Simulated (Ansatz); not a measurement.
# Is GaBMo in the AlB2 type a stable metal?

Question: is the lattice of GaBMo in the AlB2 type stable, and if so, what are its coupling constant and resistivity?

Calculated with Ansatz 0.2.0; DFT PBE, scalar-relativistic, plane waves, PAW; PAW set soft_1.

This is a report of a sequence of runs, with most program output left out.

The structure was built from a prototype and need not be the compound's stable phase.

**1. The starting structure**

It takes space group P-6m2 (No. 187, hexagonal). The conventional cell has a = 3.594 Å, b = 3.594 Å, c = 3.774 Å, α = 90.00°, β = 90.00°, γ = 120.00°. Nearest to Mo lie 6 Ga at 2.80 Å and 6 B at 2.80 Å. B has 3 Ga at 2.08 Å and 6 Mo at 2.80 Å nearest. Nearest to Ga lie 3 B at 2.08 Å and 6 Mo at 2.80 Å. Farther neighbours are not listed.

**2. Rough relaxation**

The start is far from rest, so a relaxation with loose thresholds does the first part.

input.yaml

```yaml
crystal:
  lattice:
    - [3.5944, 0.0, 0.0]
    - [-1.7972, 3.11284, 0.0]
    - [0.0, 0.0, 3.77412]
  atoms:
    - { symbol: Mo, position: [0.0, 0.0, 0.0] }
    - { symbol: B, position: [0.33333333, 0.66666667, 0.5] }
    - { symbol: Ga, position: [0.66666667, 0.33333333, 0.5] }
kpoints:
  mp_grid: { grid: [6, 6, 6] }
hamiltonian:
  xc: pbe
  pseudopotentials: { kind: paw, azcp: { folder: soft_1 } }
scf:
  occupations: { method: gaussian, width: 0.1 }
output:
  forces: true
  stress: true
  eigenvalues: true
relax:
  adjacent_minimum: "off"
  f_tol: 0.05
  max_steps: 80
  cell: { stress_tol: 0.5 }
```

Run with:

```sh
$ ansatz run input.yaml --threads 4 --pin off --max-ram 12288MiB --backend cpu --events-out ev --progress --plain --runs-dir out
```

It took 8.6 s on 4 threads of Arm Neoverse V1, shared host; peak memory 0.36 GiB.

Step by step:

| step | energy less that of the first step (eV) | largest force component (eV/Å) | pressure (GPa) | volume (Å³) |
| --- | --- | --- | --- | --- |
| 1 | 0.0000 | 0.0000 | -16.70 | 42.23 |
| 2 | -0.3306 | 0.0000 | -7.79 | 39.09 |
| 3 | -0.4852 | 0.0000 | 0.16 | 37.04 |
| 4 | -0.5363 | 0.0000 | 2.92 | 36.29 |
| 5 | -0.5534 | 0.0000 | 1.40 | 36.28 |
| 6 | -0.5634 | 0.0000 | -0.30 | 36.69 |
| 7 | -0.5642 | 0.0000 | 0.12 | 36.57 |
| 8 | -0.5644 | 0.0000 | -0.01 | 36.61 |
| 9* | -0.5630 | 0.0000 | -0.03 | 36.61 |

Relaxation steps marked * repeat the geometry before them on a plane-wave basis chosen anew for their cell, so energy and pressure can jump there.

Forces are held to the 12 operations that the run works with; a distortion that breaks them can't arise in this run.

| cell as run | before | after | change |
| --- | --- | --- | --- |
| a (Å) | 3.594 | 3.641 | +1.3 % |
| b (Å) | 3.594 | 3.641 | +1.3 % |
| c (Å) | 3.774 | 3.188 | -15.5 % |
| volume (Å³/atom) | 14.08 | 12.20 | -13.3 % |

Final coordinates:

```cif
data_structure
_symmetry_space_group_name_H-M 'P 1'
_symmetry_Int_Tables_number 1
_cell_length_a 3.6413
_cell_length_b 3.6413
_cell_length_c 3.1880
_cell_angle_alpha 90.000
_cell_angle_beta 90.000
_cell_angle_gamma 120.000
_cell_volume 36.61
loop_
_atom_site_label
_atom_site_type_symbol
_atom_site_fract_x
_atom_site_fract_y
_atom_site_fract_z
_atom_site_occupancy
Mo1 Mo 0.00000 0.00000 0.00000 1
B2 B 0.33333 0.66667 0.50000 1
Ga3 Ga 0.66667 0.33333 0.50000 1
```

Numbers from this step:

- pressure: -0.03130 GPa
- volume per atom: 12.20 Å³/atom
- metallic on mesh: yes
- gap on the k-mesh: 0 eV

The largest force is now zero by symmetry and the largest stress component 0.076 GPa.

**3. Relaxing cell and atoms**

Lattice constant and positions set the bands and the force constants, so the cell is relaxed first.

input.yaml, the sections that differ from step 2:

```yaml
crystal:
  lattice:
    - [3.6413091165, 0.0, 0.0]
    - [-1.8206545582, 3.1534661979, 0.0]
    - [0.0, 0.0, 3.1879818314]
  atoms:
    - { symbol: Mo, position: [0.0, 0.0, 0.0] }
    - { symbol: B, position: [0.3333333333, 0.6666666667, 0.5] }
    - { symbol: Ga, position: [0.6666666667, 0.3333333333, 0.5] }
kpoints:
  mp_grid: { grid: [9, 9, 10] }
relax:
  adjacent_minimum: "off"
  f_tol: 0.005
  max_steps: 80
  cell: { stress_tol: 0.05 }
# hamiltonian, scf, output: as in step 2
```

It took 7.2 s on 4 threads; peak memory 0.41 GiB; 26 s of CPU time.

Little changed from the start: no atom moved by 0.005 Å and no cell edge by 0.1 %.

Numbers from this step:

- pressure: -0.001982 GPa
- volume per atom: 12.19 Å³/atom

The largest force is now zero by symmetry and the largest stress component 0.0041 GPa.

**4. Relaxing tightly for phonons**

No force is left; the cell is relaxed once more with another smearing and tight thresholds.

input.yaml, the sections that differ from step 3:

```yaml
crystal:
  lattice:
    - [3.640061521, 0.0, 0.0]
    - [-1.8200307605, 3.1523857485, 0.0]
    - [0.0, 0.0, 3.1870731959]
  atoms:
    - { symbol: Mo, position: [0.0, 0.0, 0.0] }
    - { symbol: B, position: [0.3333333333, 0.6666666667, 0.5] }
    - { symbol: Ga, position: [0.6666666667, 0.3333333333, 0.5] }
kpoints:
  mp_grid: { grid: [9, 9, 8] }
scf:
  occupations: { method: methfessel_paxton, width: 0.2 }
relax:
  adjacent_minimum: "off"
  f_tol: 0.001
  max_steps: 60
  cell: { stress_tol: 0.01 }
# hamiltonian, output: as in step 3
```

It took 4.5 s on 4 threads; peak memory 0.4 GiB; 16 s of CPU time.

Little changed from the start: no atom moved by 0.005 Å and no cell edge by 0.1 %.

This step gave:

```yaml
pressure: -0.001520 GPa
```

The largest force is now zero by symmetry and the largest stress component 0.0084 GPa, small enough for phonons.

**5. Lattice stability: q 2×2×2, k 6×6×6**

Couplings are defined for a stable lattice alone, so phonons come first.

input.yaml

```yaml
crystal:
  lattice:
    - [3.6397945374, 0.0, 0.0]
    - [-1.8198972687, 3.1521545339, 0.0]
    - [0.0, 0.0, 3.1870399292]
  atoms:
    - { symbol: Mo, position: [0.0, 0.0, 0.0] }
    - { symbol: B, position: [0.3333333333, 0.6666666667, 0.5] }
    - { symbol: Ga, position: [0.6666666667, 0.3333333333, 0.5] }
kpoints:
  mp_grid: { grid: [6, 6, 6] }
hamiltonian:
  xc: pbe
  pseudopotentials: { kind: paw, azcp: { folder: soft_1 } }
scf:
  occupations: { method: methfessel_paxton, width: 0.2 }
output:
  eigenvalues: true
phonons:
  method: dfpt
  qmesh: [2, 2, 2]
  temperatures: { t_max: 1000, t_step: 50 }
  qpath:
    path:
      - [[0.0, 0.0, 0.0], [0.5, 0.0, 0.0], [0.33333333, 0.33333333, 0.0], [0.0, 0.0, 0.0], [0.0, 0.0, 0.5], [0.5, 0.0, 0.5], [0.33333333, 0.33333333, 0.5], [0.0, 0.0, 0.5]]
      - [[0.5, 0.0, 0.5], [0.5, 0.0, 0.0]]
      - [[0.33333333, 0.33333333, 0.5], [0.33333333, 0.33333333, 0.0]]
    npoints: 10
```

Wall time 39 s (4 threads); peak memory 0.5 GiB.

Numbers from this step:

```
share of imaginary modes in the plain interpolation between solved wavevectors : 0.2834
highest frequency, solved or plainly interpolated                              : 567.9 cm⁻¹
```

Solved on the 2×2×2 mesh alone; all other wavevectors are interpolated. Phonon branches along the path, in cm⁻¹:

| point | branch 1 | branch 2 | branch 3 | branch 4 | branch 5 | branch 6 | branch 7 | branch 8 | branch 9 |
| --- | --- | --- | --- | --- | --- | --- | --- | --- | --- |
| Γ | -170 | 0 | 0 | 0 | 190 | 190 | 210 | 526 | 526 |
| halfway | -182 | -74 | 26 | 65 | 188 | 214 | 234 | 532 | 536 |
| M | -191 | -94 | -57 | 74 | 174 | 229 | 261 | 538 | 553 |
| halfway | -189 | -81 | -61 | 88 | 169 | 194 | 285 | 531 | 562 |
| K | -187 | -69 | -67 | 110 | 164 | 164 | 298 | 527 | 568 |
| halfway | -183 | -76 | 18 | 75 | 182 | 201 | 254 | 529 | 543 |
| Γ | -170 | 0 | 0 | 0 | 190 | 190 | 210 | 526 | 526 |
| halfway | -148 | 41 | 41 | 115 | 183 | 183 | 204 | 529 | 529 |
| A | -141 | 23 | 23 | 126 | 181 | 181 | 234 | 532 | 532 |
| halfway | -139 | -11 | 35 | 126 | 169 | 227 | 235 | 537 | 538 |
| L | -116 | -114 | 44 | 118 | 155 | 244 | 281 | 540 | 542 |
| halfway | -137 | -114 | -56 | 146 | 192 | 241 | 275 | 527 | 553 |
| H | -150 | -110 | -79 | 162 | 222 | 239 | 268 | 521 | 557 |
| halfway | -136 | -74 | 20 | 137 | 184 | 227 | 238 | 533 | 544 |
| A | -141 | 23 | 23 | 126 | 181 | 181 | 234 | 532 | 532 |
| jump to L | -116 | -114 | 44 | 118 | 155 | 244 | 281 | 540 | 542 |
| halfway | -144 | -101 | -73 | 88 | 200 | 210 | 274 | 540 | 546 |
| M | -191 | -94 | -57 | 74 | 174 | 229 | 261 | 538 | 553 |
| jump to H | -150 | -110 | -79 | 162 | 222 | 239 | 268 | 521 | 557 |
| halfway | -136 | -124 | -62 | 88 | 200 | 214 | 285 | 524 | 562 |
| K | -187 | -69 | -67 | 110 | 164 | 164 | 298 | 527 | 568 |

Lowest modes at the softest wavevector of the mesh. The modes at q = (0.500, 0.000, 0.000) (shares of kinetic energy by element, %) (negative means imaginary):

| mode | frequency (cm⁻¹) | Mo % | B % | Ga % |
| --- | --- | --- | --- | --- |
| 1 | -190.8 | 2 | 96 | 3 |
| 2 | -93.6 | 60 | 5 | 35 |
| 3 | -57.0 | 94 | 1 | 5 |
| 4 | 74.5 | 94 | 0 | 6 |
| 5 | 174.4 | 4 | 3 | 92 |
| 6 | 228.9 | 39 | 11 | 50 |

Displacements in mode 1 (-190.8 cm⁻¹), the largest set to 1, in the home cell:
```
Mo1  0.00  0.00 -0.04
B2   0.00  0.00  1.00
Ga3  0.00  0.00 -0.07
```

Displacements in mode 6 (228.9 cm⁻¹), the largest set to 1, in the home cell:
```
Mo1  0.37 -0.63  0.00
B2   0.58 -1.00  0.00
Ga3  0.48 -0.83  0.00
```

Among the solved wavevectors the lowest mode, translations apart, is -191 cm⁻¹, imaginary.

**6. Phonons by linear response: q 3×3×2, k 9×9×8**

An imaginary mode on so few k-points may come from the sampling, so the phonons are repeated with another q and k mesh.

input.yaml: that of step 5 with these lines changed.

```diff
@@ -10,3 +10,3 @@
 kpoints:
-  mp_grid: { grid: [6, 6, 6] }
+  mp_grid: { grid: [9, 9, 8] }
 hamiltonian:
@@ -20,3 +20,3 @@
   method: dfpt
-  qmesh: [2, 2, 2]
+  qmesh: [3, 3, 2]
   temperatures: { t_max: 1000, t_step: 50 }
```

Wall time 2.8 min (4 threads); peak memory 0.79 GiB.

Numbers from this step:

```
share of imaginary modes in the plain interpolation between solved wavevectors : 0.2847
highest frequency, solved or plainly interpolated                              : 581.6 cm⁻¹
```

Solved on the 3×3×2 mesh alone; all other wavevectors are interpolated. Phonon branches along the path, in cm⁻¹:

| point | branch 1 | branch 2 | branch 3 | branch 4 | branch 5 | branch 6 | branch 7 | branch 8 | branch 9 |
| --- | --- | --- | --- | --- | --- | --- | --- | --- | --- |
| Γ | -158 | 0 | 0 | 0 | 196 | 196 | 212 | 536 | 536 |
| halfway | -202 | -78 | 67 | 70 | 184 | 215 | 239 | 533 | 540 |
| M | -213 | -95 | -28 | 78 | 174 | 227 | 261 | 532 | 557 |
| halfway | -213 | -72 | 51 | 84 | 169 | 188 | 286 | 521 | 571 |
| K | -212 | -31 | 74 | 98 | 155 | 164 | 298 | 516 | 582 |
| halfway | -208 | -75 | 70 | 77 | 178 | 202 | 258 | 527 | 549 |
| Γ | -158 | 0 | 0 | 0 | 196 | 196 | 212 | 536 | 536 |
| halfway | -152 | -24 | -24 | 103 | 185 | 185 | 205 | 535 | 535 |
| A | -160 | -71 | -71 | 96 | 182 | 182 | 237 | 534 | 534 |
| halfway | -153 | -89 | -49 | 124 | 169 | 226 | 227 | 535 | 539 |
| L | -124 | -123 | 7 | 100 | 160 | 246 | 280 | 538 | 538 |
| halfway | -125 | -124 | -75 | 131 | 199 | 242 | 274 | 515 | 559 |
| H | -123 | -122 | -97 | 147 | 234 | 238 | 267 | 505 | 567 |
| halfway | -150 | -105 | -51 | 136 | 185 | 225 | 230 | 528 | 547 |
| A | -160 | -71 | -71 | 96 | 182 | 182 | 237 | 534 | 534 |
| jump to L | -124 | -123 | 7 | 100 | 160 | 246 | 280 | 538 | 538 |
| halfway | -167 | -101 | -77 | 90 | 200 | 210 | 273 | 535 | 547 |
| M | -213 | -95 | -28 | 78 | 174 | 227 | 261 | 532 | 557 |
| jump to H | -123 | -122 | -97 | 147 | 234 | 238 | 267 | 505 | 567 |
| halfway | -168 | -88 | -57 | 88 | 207 | 212 | 284 | 510 | 574 |
| K | -212 | -31 | 74 | 98 | 155 | 164 | 298 | 516 | 582 |

Lowest modes at the softest wavevector of the mesh. The modes at q = (0.000, -0.333, 0.000) (shares of kinetic energy by element, %) (negative means imaginary):

| mode | frequency (cm⁻¹) | Mo % | B % | Ga % |
| --- | --- | --- | --- | --- |
| 1 | -212.4 | 13 | 86 | 1 |
| 2 | -88.8 | 59 | 5 | 36 |
| 3 | 66.0 | 76 | 13 | 11 |
| 4 | 74.2 | 90 | 0 | 9 |
| 5 | 175.9 | 11 | 1 | 88 |
| 6 | 221.6 | 41 | 11 | 47 |

Displacements in mode 1 (-212.4 cm⁻¹), the largest set to 1, in the home cell (x, y, z of the real part, then of the imaginary part):
```
Mo1  0.00  0.00 -0.03  0.00  0.00 -0.13
B2   0.00  0.00  1.00  0.00  0.00  0.00
Ga3  0.00  0.00 -0.05  0.00  0.00  0.00
```

Displacements in mode 6 (221.6 cm⁻¹), the largest set to 1, in the home cell (x, y, z of the real part, then of the imaginary part):
```
Mo1 -0.63  0.00  0.00  0.05  0.00  0.00
B2   1.00  0.00  0.00  0.01  0.00  0.00
Ga3  0.80  0.00  0.00  0.03  0.00  0.00
```

The modes has structure finer than the step of the table below, so its rows give means over 25 cm⁻¹, whole bins alone (the curve runs from -224 to 608 cm⁻¹). Peaks (cm⁻¹: height): B -208.7: 0.0103, 535.0: 0.0462; Ga -72.5: 0.00452, 184.1: 0.0284, 273.2: 0.0183, 535.0: 0.00693; Mo -51.6: 0.0219, 84.6: 0.0224, 210.3: 0.00992.

Phonopy on the run's constants, 17x17x17 mesh, Gaussian sigma 5.9 cm⁻¹. The modes by wavenumber; means over each step; values in 1/cm⁻¹/cell:

| wavenumber (cm⁻¹) | B | Ga | Mo |
| --- | --- | --- | --- |
| -200 | 0.00896 | 2.1e-4 | 0.00130 |
| -175 | 0.00836 | 9.5e-4 | 0.00287 |
| -150 | 0.00627 | 0.00138 | 0.00368 |
| -125 | 0.00209 | 0.00107 | 0.00538 |
| -100 | 7.3e-4 | 0.00192 | 0.00761 |
| -75 | 0.00104 | 0.00428 | 0.0133 |
| -50 | 7.7e-4 | 0.00327 | 0.0178 |
| -25 | 2.4e-4 | 9.0e-4 | 0.00497 |
| 0 | 7.5e-5 | 2.5e-4 | 0.00140 |
| 25 | 4.9e-4 | 0.00100 | 0.00459 |
| 50 | 9.5e-4 | 0.00162 | 0.00775 |
| 75 | 0.00194 | 0.00210 | 0.0140 |
| 100 | 0.00320 | 0.00186 | 0.00948 |
| 125 | 0.00256 | 7.6e-4 | 0.00311 |
| 150 | 5.5e-4 | 0.00110 | 6.9e-4 |
| 175 | 0.00204 | 0.0199 | 0.00271 |
| 200 | 0.00314 | 0.0237 | 0.00816 |
| 225 | 0.00182 | 0.0180 | 0.00651 |
| 250 | 7.6e-4 | 0.0111 | 0.00229 |
| 275 | 4.6e-4 | 0.0143 | 0.00186 |
| 300 | 2.6e-5 | 0.00172 | 3.4e-4 |
| 325 | 0 | 2.1e-6 | 5.2e-7 |
| 350 | 0 | 0 | 0 |
| 375 | 0 | 0 | 0 |
| 400 | 0 | 0 | 0 |
| 425 | 0 | 0 | 0 |
| 450 | 0 | 0 | 0 |
| 475 | 9.6e-7 | 0 | 0 |
| 500 | 0.00346 | 1.2e-4 | 2.5e-6 |
| 525 | 0.0333 | 0.00396 | 4.6e-5 |
| 550 | 0.0270 | 0.00345 | 3.0e-5 |
| 575 | 0.00744 | 0.00107 | 2.6e-6 |

No LO-TO term; unit eigenvectors of the mass-weighted matrix. Modes at Γ, with each element's share of the kinetic energy (negative means imaginary):

| mode | frequency (cm⁻¹) | symmetry | Mo % | B % | Ga % |
| --- | --- | --- | --- | --- | --- |
| 1 | -158.1 | A2'' | 8 | 92 | 0 |
| 2 | 0.0 | unnamed | 54 | 6 | 40 |
| 3 | 0.0 | unnamed | 54 | 6 | 40 |
| 4 | 0.0 | unnamed | 54 | 6 | 40 |
| 5 | 196.3 | E' | 45 | 12 | 43 |
| 6 | 196.3 | E' | 45 | 12 | 43 |
| 7 | 211.6 | A2'' | 38 | 2 | 60 |
| 8 | 536.2 | E' | 0 | 82 | 18 |
| 9 | 536.2 | E' | 0 | 82 | 18 |

Displacements in mode 1 (-158.1 cm⁻¹), the largest set to 1:
```
Mo1  0.00  0.00 -0.10
B2   0.00  0.00  1.00
Ga3  0.00  0.00 -0.02
```

Displacements in mode 9 (536.2 cm⁻¹), the largest set to 1:
```
Mo1  0.00  0.02  0.00
B2   0.00  1.00  0.00
Ga3  0.00 -0.18  0.00
```

Among the solved wavevectors the lowest mode, translations apart, is -212 cm⁻¹, imaginary.

**7. Phonons by linear response: Fermi–Dirac smearing of 0.3 eV**

The phonons are repeated on the same meshes with a wide Fermi–Dirac smearing, to see whether the soft mode comes from sharp features of the Fermi surface.

input.yaml: that of step 6 with these lines changed.

```diff
@@ -15,3 +15,3 @@
 scf:
-  occupations: { method: methfessel_paxton, width: 0.2 }
+  occupations: { method: fermi_dirac, width: 0.3 }
 output:
```

Run time: 3 min. Hardware: 4 threads; peak memory 0.82 GiB; 11 min of CPU time.

This step gave:

```yaml
share_of_imaginary_modes_in_the_plain_interpolation_between_solved_wavevectors: 0.2232
highest_frequency_solved_or_plainly_interpolated: 580.3 cm⁻¹
```

Solved on the 3×3×2 mesh alone; all other wavevectors are interpolated. Phonon branches along the path, in cm⁻¹:

| point | branch 1 | branch 2 | branch 3 | branch 4 | branch 5 | branch 6 | branch 7 | branch 8 | branch 9 |
| --- | --- | --- | --- | --- | --- | --- | --- | --- | --- |
| Γ | -148 | 0 | 0 | 0 | 192 | 192 | 215 | 530 | 530 |
| halfway | -166 | -72 | 72 | 74 | 193 | 214 | 239 | 534 | 535 |
| M | -171 | -93 | 66 | 79 | 180 | 229 | 261 | 539 | 554 |
| halfway | -170 | -72 | 80 | 82 | 174 | 190 | 285 | 528 | 570 |
| K | -170 | -41 | 90 | 94 | 155 | 167 | 297 | 524 | 580 |
| halfway | -168 | -68 | 72 | 81 | 187 | 202 | 258 | 527 | 546 |
| Γ | -148 | 0 | 0 | 0 | 192 | 192 | 215 | 530 | 530 |
| halfway | -112 | 48 | 48 | 120 | 184 | 184 | 212 | 530 | 530 |
| A | -85 | 51 | 51 | 120 | 180 | 180 | 248 | 530 | 530 |
| halfway | -123 | 51 | 53 | 139 | 167 | 230 | 232 | 535 | 539 |
| L | -114 | -76 | 63 | 126 | 154 | 244 | 283 | 538 | 539 |
| halfway | -108 | -102 | -41 | 160 | 197 | 241 | 276 | 515 | 555 |
| H | -115 | -102 | -67 | 179 | 232 | 240 | 267 | 503 | 560 |
| halfway | -122 | -39 | 35 | 152 | 187 | 228 | 234 | 529 | 546 |
| A | -85 | 51 | 51 | 120 | 180 | 180 | 248 | 530 | 530 |
| jump to L | -114 | -76 | 63 | 126 | 154 | 244 | 283 | 538 | 539 |
| halfway | -130 | -69 | -61 | 105 | 202 | 210 | 275 | 539 | 546 |
| M | -171 | -93 | 66 | 79 | 180 | 229 | 261 | 539 | 554 |
| jump to H | -115 | -102 | -67 | 179 | 232 | 240 | 267 | 503 | 560 |
| halfway | -119 | -75 | -62 | 109 | 206 | 214 | 284 | 514 | 570 |
| K | -170 | -41 | 90 | 94 | 155 | 167 | 297 | 524 | 580 |

Lowest modes at the softest wavevector of the mesh. Modes at q = (-0.333, 0.333, 0.000), with each element's share of the kinetic energy (negative means imaginary):

| mode | frequency (cm⁻¹) | Mo % | B % | Ga % |
| --- | --- | --- | --- | --- |
| 1 | -170.9 | 10 | 88 | 3 |
| 2 | -83.9 | 60 | 5 | 35 |
| 3 | 77.0 | 90 | 0 | 9 |
| 4 | 80.0 | 74 | 11 | 15 |
| 5 | 184.3 | 17 | 1 | 82 |
| 6 | 222.0 | 40 | 11 | 49 |

Displacements in mode 1 (-170.9 cm⁻¹), the largest set to 1, in the home cell (x, y, z of the real part, then of the imaginary part):
```
Mo1  0.00  0.00 -0.08  0.00  0.00  0.08
B2   0.00  0.00  1.00  0.00  0.00  0.00
Ga3  0.00  0.00  0.02  0.00  0.00  0.07
```

Displacements in mode 5 (184.3 cm⁻¹), the largest set to 1, in the home cell (x, y, z of the real part, then of the imaginary part):
```
Mo1  0.00  0.00 -0.36  0.00  0.00 -0.14
B2   0.00  0.00 -0.31  0.00  0.00  0.08
Ga3  0.00  0.00  1.00  0.00  0.00 -0.03
```

Among the solved wavevectors the lowest mode, translations apart, is -171 cm⁻¹, imaginary.

**8. What came out**

- phonon run of the rows without a label of their own: PBE, q 3×3×2, k 9×9×8
- softest mode on the q mesh: -212 cm⁻¹ at q = (0, -0.333, 0)
- highest frequency, solved or plainly interpolated: 582 cm⁻¹

**Reading.** The lattice is dynamically unstable at this level: a mode at q = (0, -0.333, 0) is imaginary, 212i cm⁻¹, so no harmonic coupling constant or resistivity is defined for this structure. These meshes are coarse, and single modes of a metal can move by tens of cm⁻¹ with the k mesh. The coarser mesh found an imaginary mode at another wavevector, which this mesh lacks. The phonon runs are not spin-polarised. The structure was built by hand as an ordered model, and its stability against other phases was not tested.

[Logs are printed without paths, hosts, clocks, repeated set-up lines and the standing remarks that a program may print on its own settings, such as how far it seeks lower states.]

[Hosts, paths, dates, database ids (printed as entryN), source tags and the programs' standing remarks are cut or masked in the printed files.]
